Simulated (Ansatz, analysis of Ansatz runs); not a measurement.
## A hop of F in MgTiF6 (R-3), charge 0

Wanted: path and barrier of a jump of F in MgTiF6 (R-3) at charge 0. The case: V_F hop (2.5 Å), in a cell of 64 host atoms with 1 F taken out.

Method: plane-wave PAW DFT, PBEsol; nudged elastic band between two relaxed defect structures, in Ansatz 0.2.0.

**1. Set-up**

The cell holds 63 atoms: 8 Mg, 8 Ti and 47 F. Its edges and angles: a = 10.888 Å, b = 10.888 Å, c = 10.888 Å, α = 59.8°, β = 59.8°, γ = 59.8°. It derives from MgTiF6 (space group R-3). Nearest the centre at fractional (0.479, 0.637, 0.506): F27 at 1.26 Å, Ti57 at 1.42 Å, F22 at 2.24 Å, F44 at 2.44 Å, F29 at 2.89 Å, Mg25 at 2.89 Å, F13 at 3.01 Å, F39 at 3.07 Å.

The cell's shortest repeat is 10.9 Å.

**2. Relaxation of the start point, charge 0**

A barrier is counted from a minimum, so both ends are relaxed first. Small random displacements break the symmetry of the ideal sites, so that the defect can distort if it gains by it. The cell holds an odd number of electrons, so the run is spin-polarised with the moment held at 1 μB.

Contents of q0_M1.start/input.yaml:

```yaml
crystal:
  lattice:
    - [5.4311162, 3.1356564, 8.90059419]
    - [-5.4311162, 3.1356564, 8.90059419]
    - [0.0, -6.2713128, 8.90059419]
  atoms:
    - { symbol: Mg, position: [0.25, 0.25, 0.25] }
    - { symbol: Ti, position: [0.0, 0.0, 0.0] }
    - { symbol: F, position: [0.37890319, 0.10992011, 0.13225411] }
    - { symbol: F, position: [0.13225411, 0.37890319, 0.10992011] }
    - { symbol: F, position: [0.39007989, 0.36774589, 0.12109681] }
    - { symbol: F, position: [0.36774589, 0.12109681, 0.39007989] }
    - { symbol: F, position: [0.12109681, 0.39007989, 0.36774589] }
    - { symbol: F, position: [0.10992011, 0.13225411, 0.37890319] }
    - { symbol: Mg, position: [0.25, 0.25, 0.75] }
    - { symbol: Ti, position: [0.0, 0.0, 0.5] }
    - { symbol: F, position: [0.37890319, 0.10992011, 0.63225411] }
    - { symbol: F, position: [0.13225411, 0.37890319, 0.60992011] }
    - { symbol: F, position: [0.39007989, 0.36774589, 0.62109681] }
    - { symbol: F, position: [0.36774589, 0.12109681, 0.89007989] }
    - { symbol: F, position: [0.12109681, 0.39007989, 0.86774589] }
    - { symbol: F, position: [0.10992011, 0.13225411, 0.87890319] }
    - { symbol: Mg, position: [0.25, 0.75, 0.25] }
    - { symbol: Ti, position: [0.0, 0.5, 0.0] }
    - { symbol: F, position: [0.37890319, 0.60992011, 0.13225411] }
    - { symbol: F, position: [0.13225411, 0.87890319, 0.10992011] }
    - { symbol: F, position: [0.39007989, 0.86774589, 0.12109681] }
    - { symbol: F, position: [0.36774589, 0.62109681, 0.39007989] }
    - { symbol: F, position: [0.12109681, 0.89007989, 0.36774589] }
    - { symbol: F, position: [0.10992011, 0.63225411, 0.37890319] }
    - { symbol: Mg, position: [0.25, 0.75, 0.75] }
    - { symbol: Ti, position: [0.0, 0.5, 0.5] }
    - { symbol: F, position: [0.37890319, 0.60992011, 0.63225411] }
    - { symbol: F, position: [0.13225411, 0.87890319, 0.60992011] }
    - { symbol: F, position: [0.39007989, 0.86774589, 0.62109681] }
    - { symbol: F, position: [0.36774589, 0.62109681, 0.89007989] }
    - { symbol: F, position: [0.12109681, 0.89007989, 0.86774589] }
    - { symbol: F, position: [0.10992011, 0.63225411, 0.87890319] }
    - { symbol: Mg, position: [0.75, 0.25, 0.25] }
    - { symbol: Ti, position: [0.5, 0.0, 0.0] }
    - { symbol: F, position: [0.87890319, 0.10992011, 0.13225411] }
    - { symbol: F, position: [0.63225411, 0.37890319, 0.10992011] }
    - { symbol: F, position: [0.89007989, 0.36774589, 0.12109681] }
    - { symbol: F, position: [0.86774589, 0.12109681, 0.39007989] }
    - { symbol: F, position: [0.62109681, 0.39007989, 0.36774589] }
    - { symbol: F, position: [0.60992011, 0.13225411, 0.37890319] }
    - { symbol: Mg, position: [0.75, 0.25, 0.75] }
    - { symbol: Ti, position: [0.5, 0.0, 0.5] }
    - { symbol: F, position: [0.87890319, 0.10992011, 0.63225411] }
    - { symbol: F, position: [0.63225411, 0.37890319, 0.60992011] }
    - { symbol: F, position: [0.89007989, 0.36774589, 0.62109681] }
    - { symbol: F, position: [0.86774589, 0.12109681, 0.89007989] }
    - { symbol: F, position: [0.62109681, 0.39007989, 0.86774589] }
    - { symbol: F, position: [0.60992011, 0.13225411, 0.87890319] }
    - { symbol: Mg, position: [0.75, 0.75, 0.25] }
    - { symbol: Ti, position: [0.5, 0.5, 0.0] }
    - { symbol: F, position: [0.87890319, 0.60992011, 0.13225411] }
    - { symbol: F, position: [0.63225411, 0.87890319, 0.10992011] }
    - { symbol: F, position: [0.89007989, 0.86774589, 0.12109681] }
    - { symbol: F, position: [0.86774589, 0.62109681, 0.39007989] }
    - { symbol: F, position: [0.62109681, 0.89007989, 0.36774589] }
    - { symbol: Mg, position: [0.75, 0.75, 0.75] }
    - { symbol: Ti, position: [0.5, 0.5, 0.5] }
    - { symbol: F, position: [0.87890319, 0.60992011, 0.63225411] }
    - { symbol: F, position: [0.63225411, 0.87890319, 0.60992011] }
    - { symbol: F, position: [0.89007989, 0.86774589, 0.62109681] }
    - { symbol: F, position: [0.86774589, 0.62109681, 0.89007989] }
    - { symbol: F, position: [0.62109681, 0.89007989, 0.86774589] }
    - { symbol: F, position: [0.60992011, 0.63225411, 0.87890319] }
basis:
  ecutwfc: 420
  xc_grid: 2
hamiltonian:
  xc: pbesol
kpoints:
  mp_grid: { grid: [1, 1, 1], shift: [0.25, 0.25, 0.25] }
magnetization:
  spin_polarized: true
  initial_magnetization: 1
  spin_locking: { lock_magnetization: hard }
scf:
  occupations: { method: fixed }
  max_iter: 120
output:
  forces: true
relax:
  f_tol: 0.02
  max_steps: 70
  random_displacement: { amplitude: 0.03, seed: 4425 }
```

Run with:

```console
$ ansatz run input.yaml --threads 4 --pin off --max-ram 14131MiB --backend cpu --events-out ev --progress --plain --runs-dir out
```

What it wrote:

```text
The last accepted step is kept in <dir> (removed where the run ends without a failure and the disk answers)
Engine: ansatz 0.2.0, x86_64-unknown-linux-gnu
Pseudopotentials: kind: paw
Pseudopotential: Mg, paw, valence charge 10, recommended cutoff 420 eV (normal), Mg.paw.azcp
Pseudopotential: Ti, paw, valence charge 12, recommended cutoff 420 eV (normal), Ti.paw.azcp
Pseudopotential: F, paw, valence charge 7, recommended cutoff 420 eV (normal), F.paw.azcp
Functional definition: PBEsol
  exchange = pbesol_x
  correlation = pbesol_c
Crystal: 63 atoms, lattice volume = 909.469 Å³
Basis set: ecut = 420 eV, 17849 PW (Γ), exchange–correlation on 150×150×150 points (8 copies of the dense FFT grid, shifted against one another)
Bands: 316, of which v1, the nominal top of the filled ones, is band 253 counted from 1 (252 counted from 0)
Symmetry: 1 space group operations
k-points: 1
Non-local potential: Mg, projectors of the file, l = 0: 3, l = 1: 2, l = 2: 1
Non-local potential: Ti, projectors of the file, l = 0: 3, l = 1: 2, l = 2: 3, l = 3: 1
Non-local potential: F, projectors of the file, l = 0: 2, l = 1: 2, l = 2: 1
PAW form: soft (Blöchl's): semilocal exchange-correlation on the pseudo side does not see the compensation charge
PAW frozen core: Mg, regenerated for the run's functional, and the local potential with it (the file was generated under x = pbe(κ = 0.804, μ = 0.219515), c = pbe(β = 0.066725))
PAW frozen core: Ti, regenerated for the run's functional, and the local potential with it (the file was generated under x = pbe(κ = 0.804, μ = 0.219515), c = pbe(β = 0.066725))
PAW frozen core: F, regenerated for the run's functional, and the local potential with it (the file was generated under x = pbe(κ = 0.804, μ = 0.219515), c = pbe(β = 0.066725))
PAW one-centre angular grid: Mg, 110 points (default); XC on 64 Gauss nodes
PAW one-centre angular grid: Ti, 590 points (default); XC on 64 Gauss nodes
PAW one-centre angular grid: F, 110 points (default); XC on 64 Gauss nodes
Initial density: superposition of atomic densities (chi_scale 0.1, normalization cell, long waves kept (reshape's long-wave potential 0.24 eV rms))
Starting moments: Σ|m| = 1 μB on 63 of 63 sites
Initial wavefunctions: pseudopotential atomic-orbital guess
Functional: x = pbesol(κ = 0.804, μ = 0.123457), c = pbesol(β = 0.046)
SCF iter   1: F=—  HF=-72820.448523 eV  |F-HF|=—  |Δ(HF+E_count)|=         —  Δρ=6.52e-2 (↑6.52e-2 ↓6.02e-2)  dr2=1.71e2  dr2_m=5.77e-1  M=1.000 μB ∫|m|=1.107 μB  β_m=0.30  ethr=3.10e-3  ⟨swp⟩=4.0  Hψ=1854  notcnv=0  defer=120
preconditioner: auto → Resta (q_TF=auto, 2.473 Å⁻¹)  ε∞=4.6  [insulator: Δε(μ)=0.006 eV  Ē_g=12.587 eV  n_scr=258 (ndim 8)  ℏωp=23.9 eV  f_vac=0.194  ε∞_Penn≈4.6]
spin=Collinear: Resta preconditioning applied to the charge; magnetization (m = ρ↑ − ρ↓) channel mixes plain (no charge-response kernel on spin).
SCF iter   2: F=—  HF=-72797.826336 eV  |F-HF|=—  |Δ(HF+E_count)|=    2.26e1  Δρ=2.56e-2 (↑2.56e-2 ↓2.36e-2)  dr2=2.12e1  dr2_m=3.39e-1  M=1.000 μB ∫|m|=1.074 μB  β_m=0.30  ethr=3.10e-3  ⟨swp⟩=3.0  Hψ=1263  notcnv=0  defer=78
SCF iter   3: F=—  HF=-72796.248722 eV  |F-HF|=—  |Δ(HF+E_count)|=    1.58e0  Δρ=2.11e-2 (↑2.11e-2 ↓1.61e-2)  dr2=1.16e1  dr2_m=5.25e-1  M=1.000 μB ∫|m|=1.100 μB  β_m=0.41  ethr=3.10e-3  ⟨swp⟩=3.0  Hψ=1119  notcnv=0  defer=114
SCF iter   4: F=—  HF=-72795.126395 eV  |F-HF|=—  |Δ(HF+E_count)|=    1.12e0  Δρ=1.87e-2 (↑1.87e-2 ↓1.05e-2)  dr2=9.67e0  dr2_m=4.33e-1  M=1.000 μB ∫|m|=1.121 μB  β_m=0.48  ethr=2.30e-3  ⟨swp⟩=2.5  Hψ=1122  notcnv=0  defer=82
SCF iter   5: F=—  HF=-72795.576910 eV  |F-HF|=—  |Δ(HF+E_count)|=   4.51e-1  Δρ=2.67e-2 (↑2.67e-2 ↓8.02e-3)  dr2=1.64e1  dr2_m=1.05e0  M=1.000 μB ∫|m|=1.208 μB  β_m=0.37  ethr=1.91e-3  ⟨swp⟩=3.0  Hψ=1427  notcnv=0  defer=107
SCF iter   6: F=—  HF=-72794.432259 eV  |F-HF|=—  |Δ(HF+E_count)|=    1.14e0  Δρ=1.25e-2 (↑1.25e-2 ↓3.46e-3)  dr2=3.26e0  dr2_m=2.59e-1  M=1.000 μB ∫|m|=1.181 μB  β_m=0.37  ethr=1.91e-3  ⟨swp⟩=2.0  Hψ=1341  notcnv=0  defer=120
SCF iter   7: F=—  HF=-72794.137909 eV  |F-HF|=—  |Δ(HF+E_count)|=   2.94e-1  Δρ=1.01e-2 (↑1.01e-2 ↓2.19e-3)  dr2=1.95e0  dr2_m=1.89e-1  M=1.000 μB ∫|m|=1.176 μB  β_m=0.66  ethr=6.46e-4  ⟨swp⟩=4.5  Hψ=1161  notcnv=0  defer=117
SCF iter   8: F=—  HF=-72794.190774 eV  |F-HF|=—  |Δ(HF+E_count)|=   5.29e-2  Δρ=2.00e-2 (↑2.00e-2 ↓1.78e-3)  dr2=7.05e0  dr2_m=8.11e-1  M=1.000 μB ∫|m|=1.235 μB  β_m=0.61  ethr=3.86e-4  ⟨swp⟩=3.0  Hψ=1368  notcnv=0  defer=113  recentre
SCF iter   9: F=—  HF=-72794.078474 eV  |F-HF|=—  |Δ(HF+E_count)|=   1.12e-1  Δρ=8.13e-3 (↑8.13e-3 ↓1.91e-3)  dr2=1.22e0  dr2_m=1.27e-1  M=1.000 μB ∫|m|=1.149 μB  β_m=0.52  ethr=3.86e-4  ⟨swp⟩=2.5  Hψ=570  notcnv=0  defer=116
SCF iter  10: F=—  HF=-72794.197580 eV  |F-HF|=—  |Δ(HF+E_count)|=   1.19e-1  Δρ=2.00e-2 (↑2.00e-2 ↓5.44e-4)  dr2=6.72e0  dr2_m=8.35e-1  M=1.000 μB ∫|m|=1.208 μB  β_m=0.61  ethr=2.43e-4  ⟨swp⟩=2.0  Hψ=712  notcnv=0  defer=117  recentre
SCF iter  11: F=—  HF=-72794.073431 eV  |F-HF|=—  |Δ(HF+E_count)|=   1.24e-1  Δρ=1.20e-2 (↑1.20e-2 ↓1.02e-3)  dr2=2.24e0  dr2_m=3.05e-1  M=1.000 μB ∫|m|=1.154 μB  β_m=0.80  ethr=2.43e-4  ⟨swp⟩=3.0  Hψ=927  notcnv=0  defer=109
SCF iter  12: F=—  HF=-72794.134345 eV  |F-HF|=—  |Δ(HF+E_count)|=   6.09e-2  Δρ=5.58e-3 (↑5.58e-3 ↓1.50e-3)  dr2=5.56e-1  dr2_m=5.37e-2  M=1.000 μB ∫|m|=1.126 μB  β_m=0.67  ethr=2.43e-4  ⟨swp⟩=4.5  Hψ=1709  notcnv=0  defer=119
SCF iter  13: F=—  HF=-72794.131481 eV  |F-HF|=—  |Δ(HF+E_count)|=   2.86e-3  Δρ=4.17e-3 (↑4.17e-3 ↓9.38e-4)  dr2=2.52e-1  dr2_m=3.17e-2  M=1.000 μB ∫|m|=1.119 μB  β_m=0.71  ethr=1.10e-4  ⟨swp⟩=3.0  Hψ=1075  notcnv=0  defer=122
SCF iter  14: F=—  HF=-72794.156039 eV  |F-HF|=—  |Δ(HF+E_count)|=   2.46e-2  Δρ=3.73e-3 (↑3.73e-3 ↓1.48e-3)  dr2=2.18e-1  dr2_m=2.57e-2  M=1.000 μB ∫|m|=1.113 μB  β_m=0.85  ethr=5.00e-5  ⟨swp⟩=3.0  Hψ=1468  notcnv=0  defer=123
SCF iter  15: F=—  HF=-72794.180623 eV  |F-HF|=—  |Δ(HF+E_count)|=   2.46e-2  Δρ=5.87e-3 (↑5.87e-3 ↓1.85e-3)  dr2=6.11e-1  dr2_m=6.22e-2  M=1.000 μB ∫|m|=1.106 μB  β_m=0.73  ethr=4.32e-5  ⟨swp⟩=3.5  Hψ=1785  notcnv=0  defer=121  recentre
SCF iter  16: F=—  HF=-72794.183793 eV  |F-HF|=—  |Δ(HF+E_count)|=   3.17e-3  Δρ=6.75e-3 (↑6.75e-3 ↓1.21e-3)  dr2=8.12e-1  dr2_m=8.34e-2  M=1.000 μB ∫|m|=1.109 μB  β_m=0.53  ethr=4.32e-5  ⟨swp⟩=6.0  Hψ=1147  notcnv=0  defer=121
SCF iter  17: F=—  HF=-72794.155036 eV  |F-HF|=—  |Δ(HF+E_count)|=   2.88e-2  Δρ=4.07e-3 (↑4.07e-3 ↓3.76e-4)  dr2=2.11e-1  dr2_m=3.44e-2  M=1.000 μB ∫|m|=1.102 μB  β_m=0.34  ethr=4.32e-5  ⟨swp⟩=3.5  Hψ=1027  notcnv=0  defer=119
[...]
SCF iter  20: F=—  HF=-72795.281075 eV  |F-HF|=—  |Δ(HF+E_count)|=   5.02e-8  Δρ=7.81e-6 (↑7.81e-6 ↓4.69e-6)  dr2=9.25e-7  dr2_m=9.26e-8  M=1.000 μB ∫|m|=1.119 μB  β_m=0.40  ethr=4.70e-10  ⟨swp⟩=1.0  Hψ=554  notcnv=0  defer=78
SCF iter  21: F=—  HF=-72795.281075 eV  |F-HF|=—  |Δ(HF+E_count)|=   4.54e-7  Δρ=1.83e-5 (↑1.83e-5 ↓3.13e-6)  dr2=6.33e-6  dr2_m=6.18e-7  M=1.000 μB ∫|m|=1.119 μB  β_m=0.27  ethr=1.83e-10  ⟨swp⟩=2.0  Hψ=921  notcnv=0  defer=78  recentre
SCF iter  22: F=—  HF=-72795.281075 eV  |F-HF|=—  |Δ(HF+E_count)|=   1.75e-8  Δρ=2.86e-5 (↑2.86e-5 ↓2.85e-6)  dr2=1.44e-5  dr2_m=1.65e-6  M=1.000 μB ∫|m|=1.119 μB  β_m=0.17  ethr=1.83e-10  ⟨swp⟩=2.0  Hψ=926  notcnv=0  defer=78
SCF iter  23: F=—  HF=-72795.281075 eV  |F-HF|=—  |Δ(HF+E_count)|=   1.04e-7  Δρ=1.45e-5 (↑1.45e-5 ↓2.36e-6)  dr2=3.73e-6  dr2_m=4.27e-7  M=1.000 μB ∫|m|=1.119 μB  β_m=0.14  ethr=1.83e-10  ⟨swp⟩=2.0  Hψ=828  notcnv=0  defer=78
SCF iter  24: F=—  HF=-72795.281075 eV  |F-HF|=—  |Δ(HF+E_count)|=   3.59e-9  Δρ=4.14e-6 (↑4.14e-6 ↓1.89e-6)  dr2=2.87e-7  dr2_m=3.04e-8  M=1.000 μB ∫|m|=1.119 μB  β_m=0.17  ethr=1.83e-10  ⟨swp⟩=1.0  Hψ=554  notcnv=0  defer=78
SCF iter  25: F=—  HF=-72795.281075 eV  |F-HF|=—  |Δ(HF+E_count)|=   1.44e-8  Δρ=7.96e-6 (↑7.96e-6 ↓1.65e-6)  dr2=1.15e-6  dr2_m=1.26e-7  M=1.000 μB ∫|m|=1.119 μB  β_m=0.13  ethr=5.69e-11  ⟨swp⟩=1.5  Hψ=561  notcnv=0  defer=78  recentre
SCF iter  26: F=—  HF=-72795.281075 eV  |F-HF|=—  |Δ(HF+E_count)|=   1.00e-8  Δρ=3.41e-6 (↑3.41e-6 ↓1.13e-6)  dr2=2.15e-7  dr2_m=2.20e-8  M=1.000 μB ∫|m|=1.119 μB  β_m=0.15  ethr=5.69e-11  ⟨swp⟩=1.0  Hψ=554  notcnv=0  defer=78
iter 27 did not close the SCF: its close was put off for a magnetic moment that had not settled (scf_convergence_deferred on its scf_iter line)
SCF iter  27: F=-72795.281075 eV  HF=-72795.281075 eV  |F-HF|=4.25e-9  |Δ(HF+E_count)|=   1.29e-8  Δρ=1.08e-6 (↑1.08e-6 ↓8.18e-7)  dr2=1.94e-8  dr2_m=1.45e-9  M=1.000 μB ∫|m|=1.119 μB  β_m=0.34  ethr=1.98e-11  ⟨swp⟩=2.0  Hψ=1215  notcnv=0
SCF iter  28: F=—  HF=-72795.281075 eV  |F-HF|=—  |Δ(HF+E_count)|=   7.41e-9  Δρ=4.69e-6 (↑4.69e-6 ↓4.37e-7)  dr2=3.96e-7  dr2_m=4.48e-8  M=1.000 μB ∫|m|=1.119 μB  β_m=0.26  ethr=3.84e-12  ⟨swp⟩=2.0  Hψ=774  notcnv=0  defer=78  recentre
SCF iter  29: F=—  HF=-72795.281075 eV  |F-HF|=—  |Δ(HF+E_count)|=   3.81e-9  Δρ=2.67e-6 (↑2.67e-6 ↓3.23e-7)  dr2=1.21e-7  dr2_m=1.47e-8  M=1.000 μB ∫|m|=1.119 μB  β_m=0.25  ethr=3.84e-12  ⟨swp⟩=2.0  Hψ=964  notcnv=0  defer=78
iter 30 did not close the SCF: its close was put off for a magnetic moment that had not settled (scf_convergence_deferred on its scf_iter line)
SCF iter  30: F=-72795.281075 eV  HF=-72795.281075 eV  |F-HF|=4.60e-9  |Δ(HF+E_count)|=  8.44e-10  Δρ=6.70e-7 (↑6.70e-7 ↓2.52e-7)  dr2=7.06e-9  dr2_m=8.05e-10  M=1.000 μB ∫|m|=1.119 μB  β_m=0.24  ethr=3.84e-12  ⟨swp⟩=2.0  Hψ=1126  notcnv=0
SCF iter  31: F=—  HF=-72795.281075 eV  |F-HF|=—  |Δ(HF+E_count)|=   1.44e-9  Δρ=3.20e-6 (↑3.20e-6 ↓1.70e-7)  dr2=1.84e-7  dr2_m=2.12e-8  M=1.000 μB ∫|m|=1.119 μB  β_m=0.15  ethr=1.40e-12  ⟨swp⟩=2.0  Hψ=759  notcnv=0  defer=78  recentre
iter 32 did not close the SCF: its close was put off for a magnetic moment that had not settled (scf_convergence_deferred on its scf_iter line)
SCF iter  32: F=-72795.281075 eV  HF=-72795.281075 eV  |F-HF|=6.33e-9  |Δ(HF+E_count)|=  5.53e-10  Δρ=6.66e-7 (↑6.66e-7 ↓1.32e-7)  dr2=7.64e-9  dr2_m=8.87e-10  M=1.000 μB ∫|m|=1.119 μB  β_m=0.12  ethr=1.40e-12  ⟨swp⟩=1.0  Hψ=1508  notcnv=0
SCF iter  33: F=-72795.281075 eV  HF=-72795.281075 eV  |F-HF|=1.56e-9  |Δ(HF+E_count)|=  1.46e-11  Δρ=3.65e-7 (↑3.65e-7 ↓1.20e-7)  dr2=2.26e-9  dr2_m=2.52e-10  M=1.000 μB ∫|m|=1.119 μB  ethr=1.40e-12  ⟨swp⟩=1.0  Hψ=1194  notcnv=0
SCF 10 converged in 33 iterations: F = -72795.281075 eV  dr2 = 2.26e-9
relax step  10: F+E_penalty+E_count = -72795.28107529 eV  Δ(F+E_penalty+E_count) = -5.114e-4 eV  max|allowed force component| = 1.943e-2 eV/Å  Δτ_max = 0.0177 Å  (33 SCF iters, accepted)
SCF converged after 33 iterations
Stability checked in part: among states of this total moment the steps that led to this state did not find it unstable. No probe was made; neither looks for a lower state of another moment (fixed_total_moment; see scf.lower_state_search)
Magnetization: 1.0000 μB (253.0000 up, 252.0000 down)
Absolute magnetization: 1.1123 μB (∫|ρ↑−ρ↓|, with the PAW one-centre terms)
Spin contamination: 0.0018 ħ² per cell (⟨S²⟩ above its minimum at these occupations)
Per-site moments (μB) at R_I (Å): [(-2.594544e-5, 0.817692), (0.065742, 0.764656), (-0.00153762, 0.769130), [... 60 left out ...]
Free energy (F): -72795.281075 eV
Harris-Foulkes:  -72795.281075 eV  (|F-HF|=1.56e-9)
Internal energy: -72795.281075 eV  (E = F + TS)
E sigma→0 (E₀):  -72795.281075 eV
Fermi energy:    4.496086 (↑ 4.496086, ↓ -0.255304) eV
--- Per-component energies (eV) ---
  E_band       = -7791.500744
  E_kinetic    = 12468.133626
  E_local      = -59587.296217  (includes V_loc(G=0)·N_el)
  E_nonlocal   = 4259.357161
  E_hartree    = 22865.977594
  E_xc         = -4695.987058
  E_vxc        = -6031.262774  (∫ρ·V_xc dr)
  E_paw        = -19509.580742  (= ΣΔE_a)
  E_vpaw       = -4632.485117  (= ΣTr[D̂ρ^β])
  E_aug_tail   = 0.096004  (compensation charges beyond the density's cutoff)
  E_ewald      = -28599.562219
  E_core_change = 3.580777  (= ΣΔE_core)
  E_smearing   = -0.000000  (= −TS)
  E_closure    = 0.000000  (closes the sum)
  Σ components = -72795.281075   (vs F -72795.281075, Δ=0.00e0)
--- Forces (eV/Å), atoms counted from 1 ---
  atom   1  Mg     0.00059132    -0.00008420     0.00246523
  atom   2  Ti     0.00053187    -0.00045737    -0.00142841
  [... 10 atoms left out ...]
  atom  13  F      0.00133620     0.01762036     0.01077312
  [... 8 atoms left out ...]
  atom  22  F     -0.00690962     0.00073307    -0.00911838
  [... 2 atoms left out ...]
  atom  25  Mg     0.00091798     0.00066479    -0.00367100
  [... 1 atom left out ...]
  atom  27  F      0.01942722     0.00694044    -0.01874800
  [... 1 atom left out ...]
  atom  29  F     -0.00006911     0.00847825     0.00539790
  [... 9 atoms left out ...]
  atom  39  F     -0.01462122    -0.01737332     0.01042556
  [... 4 atoms left out ...]
  atom  44  F      0.00934188    -0.00748511     0.00641351
  [... 4 atoms left out ...]
  atom  49  Mg    -0.00275693     0.00274126    -0.00258479
  [... 5 atoms left out ...]
  atom  55  F     -0.00426652    -0.00048142     0.00534125
  [... 1 atom left out ...]
  atom  57  Ti    -0.00774811     0.00011783     0.00211327
  [... 6 atoms left out ...]
  max |Σ_I F_I| component: 5.08e-6 eV/Å
--- Relaxed structure (10 steps of the walk, 9 accepted, 0 SCFs on fresh bases) ---
  F+E_penalty+E_count = -72795.28107529 eV   max|allowed force component| = 1.943e-2 eV/Å
  atoms:
    - { symbol: Mg, position: [0.248812, 0.249726, 0.250794] }
    - { symbol: Ti, position: [0.003803, 0.003484, -0.003083] }
    [... 10 atoms left out ...]
    - { symbol: F, position: [0.401473, 0.336522, 0.633810] }
    [... 8 atoms left out ...]
    - { symbol: F, position: [0.361032, 0.604399, 0.395233] }
    [... 2 atoms left out ...]
    - { symbol: Mg, position: [0.252435, 0.753410, 0.746335] }
    [... 1 atom left out ...]
    - { symbol: F, position: [0.391826, 0.624535, 0.605831] }
    [... 1 atom left out ...]
    - { symbol: F, position: [0.396244, 0.865332, 0.613535] }
    [... 9 atoms left out ...]
    - { symbol: F, position: [0.637628, 0.413108, 0.354405] }
    [... 4 atoms left out ...]
    - { symbol: F, position: [0.632238, 0.383996, 0.611594] }
    [... 4 atoms left out ...]
    - { symbol: Mg, position: [0.767880, 0.760408, 0.237351] }
    [... 5 atoms left out ...]
    - { symbol: F, position: [0.632419, 0.886760, 0.367199] }
    [... 1 atom left out ...]
    - { symbol: Ti, position: [0.488889, 0.480905, 0.513324] }
    [... 6 atoms left out ...]
```

The job ended after 5.9 min (4 threads of Intel Xeon 6975P-C (Granite Rapids), shared host; peak memory 2.9 GiB; 23 min of CPU time).

(Continued in part 2 of 4.)

[Long decimals in the printed logs are rounded to 6 places.]

[Repeated set-up lines and some long k-point lines are left out of the logs, and relaxed atomic positions are cut to six decimals.]

[Logs are printed without paths, hosts, clocks, repeated set-up lines and the standing remarks that a program may print on its own settings, such as how far it seeks lower states.]

[Hosts, paths, dates, database ids (printed as entryN), source tags and the programs' standing remarks are cut or masked in the printed files.]
